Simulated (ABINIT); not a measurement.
# How the form of the self-energy moves the gap of CaAlSiH (P3m1)

Aim: compare treatments of exchange, screening and correlation for the gap of CaAlSiH (P3m1).

Main program and level: ABINIT 10.8.3; LDA and many-body steps on it, plane waves.

## (1) Set-up

It takes space group P3m1 (No. 156, trigonal). Conventional cell: a = 4.143 Å, b = 4.143 Å, c = 4.698 Å, α = 90.00°, β = 90.00°, γ = 120.00°. Ca has 3 H at 2.42 Å and 3 Si at 3.14 Å nearest. Al has 1 H at 1.75 Å and 3 Si at 2.45 Å nearest. Nearest to Si lie 3 Al at 2.45 Å and 3 Ca at 3.14 Å. Nearest to H lie 1 Al at 1.75 Å and 3 Ca at 2.42 Å. Farther neighbours are not listed.

The cell and positions are those that the Materials Project relaxed with its own functionals (PBE, PBE+U or r2SCAN), kept fixed.

## (2) Empty states on the mesh, 3×3×4 mesh, 67 bands

This step: ABINIT 10.8.3; DFT, LDA, plane waves, norm-conserving pseudopotentials.

The sums over transitions need many empty states on a uniform mesh; this step solves for them.

The input, run.abi:

```
acell 3*1.0 Angstrom
rprim 
  4.143280229474 0.000000000031 0.000000000000
  -2.071640114764 3.588185933707 0.000000000000
  0.000000000000 0.000000000000 4.698226000000
ntypat 4
znucl 20 13 14 1
natom 4
typat 1 2 3 4
xred 
  0.000000000000 0.000000000000 0.999921000000
  0.666666666667 0.333333333333 0.457112000000
  0.333333333333 0.666666666667 0.565892000000
  0.666666666667 0.333333333333 0.083775000000
pp_dirpath "pseudos"
pseudos "Ca.upf, Al.upf, Si.upf, H.upf"
ecut 31
ngkpt 3 3 4
nshiftk 1
shiftk 0 0 0
kptopt 1
chksymbreak 0
iscf -2
irdden 1
istwfk *1
nband 67
nbdbuf 6
tolwfr 1e-09
nstep 60
prtvol 0
indata_prefix "in"
outdata_prefix "out"
tmpdata_prefix "tmp"
```

Run with:

```sh
$ OMP_NUM_THREADS=1 mpirun -n 4 abinit run.abi > log
```

Numbers of over 12 decimals in the logs are rounded to 6 here.

The program printed:

```text
.Version 10.8.3 of ABINIT. v10.8.2 released Aug 2026.

 Symmetries : space group P3 m 1 (#156); Bravais hP (primitive hexag.)
[... echo of the input left out ...]
== DATASET  1 ==================================================================
-   mpi_nproc: 4, omp_nthreads: 1 (-1 if OMP is not activated)

--- !DatasetInfo
iteration_state: {dtset: 1, }
dimensions: {natom: 4, nkpt: 10, mband: 67, nsppol: 1, nspinor: 1, nspden: 1, mpw: 3898, }
cutoff_energies: {ecut:  31.0, pawecutdg:  -1.0, }
[...]
1.32533    1.36498    1.36498    1.38336    1.38336    1.42245    1.42663    1.43438
   1.45417    1.45417    1.46710    1.46710    1.50016    1.50016    1.52675    1.54766
   1.54766    1.55843    1.59642
 prteigrs : prtvol=0 or 1, do not print more k-points.

== END DATASET(S) ==============================================================
================================================================================

 -outvars: echo values of variables after computation  --------
            nband          67
             nkpt          10
          spgroup         156
 [... the other variables as echoed above ...]

 Calculation completed.
```

Elapsed: 35 s, on 4 MPI ranks of Arm Neoverse N1, shared host; peak memory 0.32 GiB.

Numbers from this step:

```
gap                                                           : 0.5333 eV
k of the valence top                                          : 0, 0, 0.5
k of the conduction bottom                                    : -0.3333, 0, 0.25
least direct gap                                              : 1.298 eV
k points computed                                             : 10
lowest point of the top converged band, above the valence top : 35.25 eV
```

On this mesh the gap is 0.533 eV.

The density comes from a self-consistent run that is not shown.

## (3) Screening, 3×3×4 mesh, 61 bands, screening to 122.5 eV

The RPA dielectric matrix is built and inverted for each q.

This step: RPA screening on LDA, plane waves, norm-conserving pseudopotentials.

run.abi: that of step 2 with these lines changed.

```diff
@@ -22,10 +22,11 @@
 chksymbreak 0
-iscf -2
-irdden 1
 istwfk *1
-nband 67
-nbdbuf 6
-tolwfr 1e-09
-nstep 60
-prtvol 0
+occopt 1
+irdwfk 1
+optdriver 3
+nband 61
+ecuteps 4.5
+inclvkb 2
+awtr 1
+symchi 1
 indata_prefix "in"
```

The program printed:

```text
.Version 10.8.3 of ABINIT. v10.8.2 released Aug 2026.

 Symmetries : space group P3 m 1 (#156); Bravais hP (primitive hexag.)
[... echo of the input left out ...]
== DATASET  1 ==================================================================
-   mpi_nproc: 4, omp_nthreads: 1 (-1 if OMP is not activated)

--- !DatasetInfo
iteration_state: {dtset: 1, }
dimensions: {natom: 4, nkpt: 10, mband: 61, nsppol: 1, nspinor: 1, nspden: 1, mpw: 3898, }
cutoff_energies: {ecut:  31.0, pawecutdg:  -1.0, }
electrons: {nelect:   1.80000000E+01, charge:   0.00000000E+00, occopt:   1.00000000E+00, tsmear:   1.00000000E-02, }

 SCREENING: Calculation of the susceptibility and dielectric matrices

 Based on a program developped by R.W. Godby, V. Olevano, G. Onida, and L. Reining.
 Incorporated in ABINIT by V. Olevano, G.-M. Rignanese, and M. Torrent.
.Using double precision arithmetic ; gwpc =  8

[... cell and pseudopotentials left out ...]
--------------------------------------------------------------------------------

 ==== K-mesh for the wavefunctions ====
 Number of points in the irreducible wedge :    10
[... list of points left out ...]
 Together with  6 symmetry operations and time-reversal symmetry
 yields    36 points in the full Brillouin Zone.

 ==== Q-mesh for the screening function ====
 Number of points in the irreducible wedge :    10
[... list of points left out ...]
 Together with  6 symmetry operations and time-reversal symmetry
 yields    36 points in the full Brillouin Zone.

 setmesh: FFT mesh size selected  =    24x   24x   32
          total number of points  =        18432

 vcoul_init : cutoff-mode = AUXILIARY_FUNCTION
 q-points for optical limit:   1
     1)      0.000010    0.000020    0.000030

- screening: taking advantage of time-reversal symmetry
- Maximum band index for partially occupied states nbvw = 9
- Remaining bands to be divided among processors   nbcw = 52
- Number of bands treated by each node ~13

 Number of electrons calculated from density =   18.0000; Expected =   18.0000
 average of density, n =  0.038188
 r_s =    1.8422
 omega_plasma =   18.8502 [eV]

 calculating chi0 at frequencies [eV] :
  1    0.000000E+00    0.000000E+00
  2    0.000000E+00    1.885024E+01

--------------------------------------------------------------------------------
  q-point number  1        q = ( 0.000000, 0.000000, 0.000000) [r.l.u.]
--------------------------------------------------------------------------------
[... chi0 elements left out ...]
 For q-point:  0.000010 0.000020 0.000030
  dielectric constant =  22.0766
  dielectric constant without local fields =  24.9319

  Average fulfillment of the sum rule on Im[epsilon] for q-point    1 :     63.62  [%]
[... wings left out ...]
  q-point number  2        q = ( 0.333333, 0.000000, 0.000000) [r.l.u.]
--------------------------------------------------------------------------------
[... chi0 elements left out ...]
  Average fulfillment of the sum rule on Im[epsilon] for q-point    2 :     71.81  [%]

 [... 8 further q-points ...]
```

Elapsed: 23 s, on 4 MPI ranks; peak memory 0.64 GiB; 91 s of CPU time.

This step gave:

| Property | Result |
| --- | --- |
| ε∞ with local fields, on this mesh, along the program's q direction | 22.08 |
| the same without local fields | 24.93 |
| plasma frequency | 18.85 eV |
| plane waves in the screening matrix | 225 |

Local fields lower ε∞ by 11 %. On a Γ-centred mesh this coarse the value itself is usually too large, while a short band sum pulls it down.

## (4) G0W0, Godby-Needs plasmon pole

The self-energy is evaluated for the states that the input lists, and the levels follow from it, in one-shot runs by the linearised quasiparticle equation.

This step: G0W0 on LDA, plane waves, norm-conserving pseudopotentials.

run.abi: that of step 3 with these lines changed.

```diff
@@ -25,8 +25,19 @@
 irdwfk 1
-optdriver 3
+optdriver 4
 nband 61
+gwcalctyp 0
+ecutsigx 31
+symsigma 1
+nkptgw 3
+kptgw 
+  0.0000000000 0.0000000000 0.5000000000
+  -0.3333333333 0.0000000000 0.2500000000
+  0.0000000000 0.0000000000 0.0000000000
+bdgw 
+  7 11
+  8 11
+  8 12
 ecuteps 4.5
-inclvkb 2
-awtr 1
-symchi 1
+irdscr 1
+ppmodel 1
 indata_prefix "in"
```

The program printed:

```text
.Version 10.8.3 of ABINIT. v10.8.2 released Aug 2026.

 Symmetries : space group P3 m 1 (#156); Bravais hP (primitive hexag.)
[... echo of the input left out ...]
== DATASET  1 ==================================================================
-   mpi_nproc: 4, omp_nthreads: 1 (-1 if OMP is not activated)

--- !DatasetInfo
iteration_state: {dtset: 1, }
dimensions: {natom: 4, nkpt: 10, mband: 61, nsppol: 1, nspinor: 1, nspden: 1, mpw: 3898, }
cutoff_energies: {ecut:  31.0, pawecutdg:  -1.0, }
electrons: {nelect:   1.80000000E+01, charge:   0.00000000E+00, occopt:   1.00000000E+00, tsmear:   1.00000000E-02, }

 SIGMA: Calculation of the GW corrections

 Based on a program developped by R.W. Godby, V. Olevano, G. Onida, and L. Reining.
 Incorporated in ABINIT by V. Olevano, G.-M. Rignanese, and M. Torrent.
.Using double precision arithmetic ; gwpc =  8

[... cell and pseudopotentials left out ...]
--------------------------------------------------------------------------------

 ==== K-mesh for the wavefunctions ====
 Number of points in the irreducible wedge :    10
[... list of points left out ...]
 Together with  6 symmetry operations and time-reversal symmetry
 yields    36 points in the full Brillouin Zone.

 ==== Q-mesh for screening function ====
 Number of points in the irreducible wedge :    10
[... list of points left out ...]
 Together with  6 symmetry operations and time-reversal symmetry
 yields    36 points in the full Brillouin Zone.

 vcoul_init : cutoff-mode = AUXILIARY_FUNCTION
 q-points for optical limit:   1
     1)      0.000010    0.000020    0.000030
 setmesh: FFT mesh size selected  =    36x   36x   45
          total number of points  =        58320

 Number of electrons calculated from density =   18.0000; Expected =   18.0000
 average of density, n =  0.038188
 r_s =    1.8422
 omega_plasma =   18.8502 [eV]

 === KS Band Gaps ===
  >>>> For spin  1
   Minimum direct gap =   1.2983 [eV], located at k-point      :   0.0000  0.0000  0.5000
   Fundamental gap    =   0.5332 [eV], Top of valence bands at :   0.0000  0.0000  0.5000
                                       Bottom of conduction at :  -0.3333  0.0000  0.2500
 SIGMA fundamental parameters:
 PLASMON POLE MODEL  1
 number of plane-waves for SigmaX                 3851
 number of plane-waves for SigmaC and W            225
 number of plane-waves for wavefunctions          3851
 number of bands                                    61
 number of independent spin polarizations            1
 number of spinorial components                      1
 number of k-points in IBZ                          10
 number of q-points in IBZ                          10
 number of symmetry operations                       6
 number of k-points in BZ                           36
 number of q-points in BZ                           36
 number of frequencies for dSigma/dE                 9
 frequency step for dSigma/dE [eV]                0.25
 number of omega for Sigma on real axis              0
 max omega for Sigma on real axis  [eV]           0.00
 zcut for avoiding poles [eV]                     0.10

 EPSILON^-1 parameters (SCR file):
 dimension of the eps^-1 matrix on file            225
 dimension of the eps^-1 matrix used               225
 number of plane-waves for wavefunctions          3851
 number of bands                                    61
 number of q-points in IBZ                          10
 number of frequencies                               2
 number of real frequencies                          1
 number of imag frequencies                          1

 matrix elements of self-energy operator (all in [eV])

 Perturbative Calculation

--- !SelfEnergy_ee
iteration_state: {dtset: 1, }
kpoint     : [   0.000,    0.000,    0.500, ]
spin       : 1
KS_gap     :    1.298
QP_gap     :    2.267
Delta_QP_KS:    0.969
data: !SigmaeeData |
     Band     E0 <VxcDFT>   SigX SigC(E0)      Z dSigC/dE  Sig(E)    E-E0       E
        7   5.069 -10.547 -12.063   1.253   0.757  -0.320 -10.746  -0.199   4.870
        8   5.069 -10.547 -12.063   1.253   0.757  -0.320 -10.746  -0.199   4.870
        9   5.567 -10.621 -11.701   0.940   0.764  -0.309 -10.728  -0.107   5.460
       10   6.866 -11.002  -6.092  -3.790   0.770  -0.299 -10.140   0.862   7.727
       11   6.866 -11.002  -6.092  -3.790   0.770  -0.299 -10.140   0.862   7.727

--- !SelfEnergy_ee
iteration_state: {dtset: 1, }
kpoint     : [  -0.333,    0.000,    0.250, ]
spin       : 1
KS_gap     :    1.628
QP_gap     :    2.235
Delta_QP_KS:    0.606
data: !SigmaeeData |
     Band     E0 <VxcDFT>   SigX SigC(E0)      Z dSigC/dE  Sig(E)    E-E0       E
        8   3.793 -10.228 -12.135   1.642   0.752  -0.330 -10.428  -0.200   3.593
[...]
--- !SelfEnergy_ee
iteration_state: {dtset: 1, }
kpoint     : [   0.000,    0.000,    0.000, ]
spin       : 1
KS_gap     :    2.366
QP_gap     :    2.951
Delta_QP_KS:    0.585
data: !SigmaeeData |
     Band     E0 <VxcDFT>   SigX SigC(E0)      Z dSigC/dE  Sig(E)    E-E0       E
[...]
10   6.964  -9.769  -5.297  -3.845   0.768  -0.303  -9.287   0.481   7.446
       11   8.078 -10.036  -5.351  -3.976   0.768  -0.302  -9.492   0.545   8.622
       12   8.078 -10.036  -5.351  -3.976   0.768  -0.302  -9.492   0.545   8.622

== END DATASET(S) ==============================================================
================================================================================

 -outvars: echo values of variables after computation  --------
           etotal      0.0000000000E+00
            nband          61
             nkpt          10
          spgroup         156
 [... the other variables as echoed above ...]

 Calculation completed.
```

Elapsed: 19 s, on 4 MPI ranks; peak memory 0.63 GiB.

Numbers from this step:

| Property | Result |
| --- | --- |
| G0W0 gap on the points computed | 1.188 eV |
| starting gap on the mesh | 0.5333 eV |
| k of the valence top | 0, 0, 0.5 |
| k of the conduction bottom | -0.3333, 0, 0.25 |
| Z at the valence top | 0.764 |
| Z at the conduction bottom | 0.773 |
| least direct G0W0 gap on the computed points | 2.235 eV |

The gap on the mesh goes from 0.53 eV to 1.19 eV, a correction of +0.65 eV.

## (5) G0W0, Hybertsen-Louie plasmon pole

run.abi: that of step 4 with these lines changed.

```diff
@@ -41,3 +41,3 @@
 irdscr 1
-ppmodel 1
+ppmodel 2
 indata_prefix "in"
```

The program printed:

```text
.Version 10.8.3 of ABINIT. v10.8.2 released Aug 2026.

 Symmetries : space group P3 m 1 (#156); Bravais hP (primitive hexag.)
[... echo of the input left out ...]
== DATASET  1 ==================================================================
-   mpi_nproc: 4, omp_nthreads: 1 (-1 if OMP is not activated)

--- !DatasetInfo
iteration_state: {dtset: 1, }
dimensions: {natom: 4, nkpt: 10, mband: 61, nsppol: 1, nspinor: 1, nspden: 1, mpw: 3898, }
cutoff_energies: {ecut:  31.0, pawecutdg:  -1.0, }
electrons: {nelect:   1.80000000E+01, charge:   0.00000000E+00, occopt:   1.00000000E+00, tsmear:   1.00000000E-02, }

 SIGMA: Calculation of the GW corrections

 Based on a program developped by R.W. Godby, V. Olevano, G. Onida, and L. Reining.
 Incorporated in ABINIT by V. Olevano, G.-M. Rignanese, and M. Torrent.
.Using double precision arithmetic ; gwpc =  8

[... cell and pseudopotentials left out ...]
--------------------------------------------------------------------------------

 ==== K-mesh for the wavefunctions ====
 Number of points in the irreducible wedge :    10
[... list of points left out ...]
 Together with  6 symmetry operations and time-reversal symmetry
 yields    36 points in the full Brillouin Zone.

 ==== Q-mesh for screening function ====
 Number of points in the irreducible wedge :    10
[... list of points left out ...]
 Together with  6 symmetry operations and time-reversal symmetry
 yields    36 points in the full Brillouin Zone.

 vcoul_init : cutoff-mode = AUXILIARY_FUNCTION
 q-points for optical limit:   1
     1)      0.000010    0.000020    0.000030
 setmesh: FFT mesh size selected  =    36x   36x   45
          total number of points  =        58320

 Number of electrons calculated from density =   18.0000; Expected =   18.0000
[...]
number of plane-waves for wavefunctions          3851
 number of bands                                    61
 number of q-points in IBZ                          10
 number of frequencies                               2
 number of real frequencies                          1
 number of imag frequencies                          1

 matrix elements of self-energy operator (all in [eV])

 Perturbative Calculation

--- !SelfEnergy_ee
iteration_state: {dtset: 1, }
kpoint     : [   0.000,    0.000,    0.500, ]
spin       : 1
KS_gap     :    1.298
QP_gap     :    2.255
Delta_QP_KS:    0.956
data: !SigmaeeData |
     Band     E0 <VxcDFT>   SigX SigC(E0)      Z dSigC/dE  Sig(E)    E-E0       E
        7   5.069 -10.547 -12.063   1.075   0.804  -0.243 -10.901  -0.354   4.714
        8   5.069 -10.547 -12.063   1.075   0.804  -0.243 -10.901  -0.354   4.714
        9   5.567 -10.621 -11.701   0.768   0.805  -0.242 -10.872  -0.251   5.316
[...]
--- !SelfEnergy_ee
iteration_state: {dtset: 1, }
kpoint     : [  -0.333,    0.000,    0.250, ]
spin       : 1
KS_gap     :    1.628
QP_gap     :    2.226
Delta_QP_KS:    0.597
data: !SigmaeeData |
     Band     E0 <VxcDFT>   SigX SigC(E0)      Z dSigC/dE  Sig(E)    E-E0       E
[...]
--- !SelfEnergy_ee
iteration_state: {dtset: 1, }
kpoint     : [   0.000,    0.000,    0.000, ]
spin       : 1
KS_gap     :    2.366
QP_gap     :    3.000
Delta_QP_KS:    0.634
data: !SigmaeeData |
     Band     E0 <VxcDFT>   SigX SigC(E0)      Z dSigC/dE  Sig(E)    E-E0       E
[...]
11   8.078 -10.036  -5.351  -4.165   0.807  -0.240  -9.616   0.420   8.498
       12   8.078 -10.036  -5.351  -4.165   0.807  -0.240  -9.616   0.420   8.498

== END DATASET(S) ==============================================================
================================================================================

 -outvars: echo values of variables after computation  --------
           etotal      0.0000000000E+00
            nband          61
             nkpt          10
          spgroup         156
 [... the other variables as echoed above ...]

 Calculation completed.
```

Run time: 18 s. Hardware: 4 MPI ranks; peak memory 0.61 GiB; 72 s of CPU time.

Numbers from this step:

```yaml
g0w0_gap_on_the_points_computed: 1.145 eV
starting_gap_on_the_mesh: 0.5333 eV
k_of_the_valence_top: 0, 0, 0.5
k_of_the_conduction_bottom: -0.3333, 0, 0.25
z_at_the_valence_top: 0.805
z_at_the_conduction_bottom: 0.811
least_direct_g0w0_gap_on_the_computed_points: 2.226 eV
```

Against G0W0 in ABINIT (3×3×4 mesh, 61 bands, screening to 122.5 eV, Godby-Needs plasmon pole), the gap moves by −0.043 eV.

## (6) G0W0, von der Linden-Horsch plasmon pole

run.abi: that of step 5 with these lines changed.

```diff
@@ -41,3 +41,3 @@
 irdscr 1
-ppmodel 2
+ppmodel 3
 indata_prefix "in"
```

The program printed:

```text
.Version 10.8.3 of ABINIT. v10.8.2 released Aug 2026.

 Symmetries : space group P3 m 1 (#156); Bravais hP (primitive hexag.)
[... echo of the input left out ...]
== DATASET  1 ==================================================================
-   mpi_nproc: 4, omp_nthreads: 1 (-1 if OMP is not activated)

--- !DatasetInfo
iteration_state: {dtset: 1, }
dimensions: {natom: 4, nkpt: 10, mband: 61, nsppol: 1, nspinor: 1, nspden: 1, mpw: 3898, }
cutoff_energies: {ecut:  31.0, pawecutdg:  -1.0, }
[...]
Band     E0 <VxcDFT>   SigX SigC(E0)      Z dSigC/dE  Sig(E)    E-E0       E
[...]
11   8.078 -10.036  -5.351  -4.251   0.811  -0.234  -9.684   0.352   8.430
       12   8.078 -10.036  -5.351  -4.251   0.811  -0.234  -9.684   0.352   8.430

== END DATASET(S) ==============================================================
================================================================================

 -outvars: echo values of variables after computation  --------
           etotal      0.0000000000E+00
            nband          61
             nkpt          10
          spgroup         156
 [... the other variables as echoed above ...]

 Calculation completed.
```

The job ended after 10 s (4 MPI ranks; peak memory 0.58 GiB; 40 s of CPU time).

Numbers from this step:

```
G0W0 gap on the points computed              : 1.174 eV
starting gap on the mesh                     : 0.5333 eV
k of the valence top                         : 0, 0, 0.5
k of the conduction bottom                   : -0.3333, 0, 0.25
least direct G0W0 gap on the computed points : 2.274 eV
```

Against G0W0 in ABINIT (3×3×4 mesh, 61 bands, screening to 122.5 eV, Godby-Needs plasmon pole), the gap moves by −0.014 eV.

(Continued in part 2 of 2.)

[Paths, hosts, dates, memory and timing lines, banners, echoed tables and standing remarks are left out of the program output.]

[Logs are printed without paths, hosts, clocks, repeated set-up lines and the standing remarks that a program may print on its own settings, such as how far it seeks lower states.]

[Runs of the session that timed out or met a known fault of the program may be left out.]

[Hosts, paths, dates, database ids (printed as entryN), source tags and the programs' standing remarks are cut or masked in the printed files.]

[G0W0 gaps are taken among the corrected bands and points alone; a level outside them can change the order at an edge.]

[Where Ansatz stands beside ABINIT at settings called matched, ABINIT's density can come from a denser mesh and the files from another edition; pairs whose starting gaps differed by over 0.03 eV were left out, so agreement reads better than it is.]
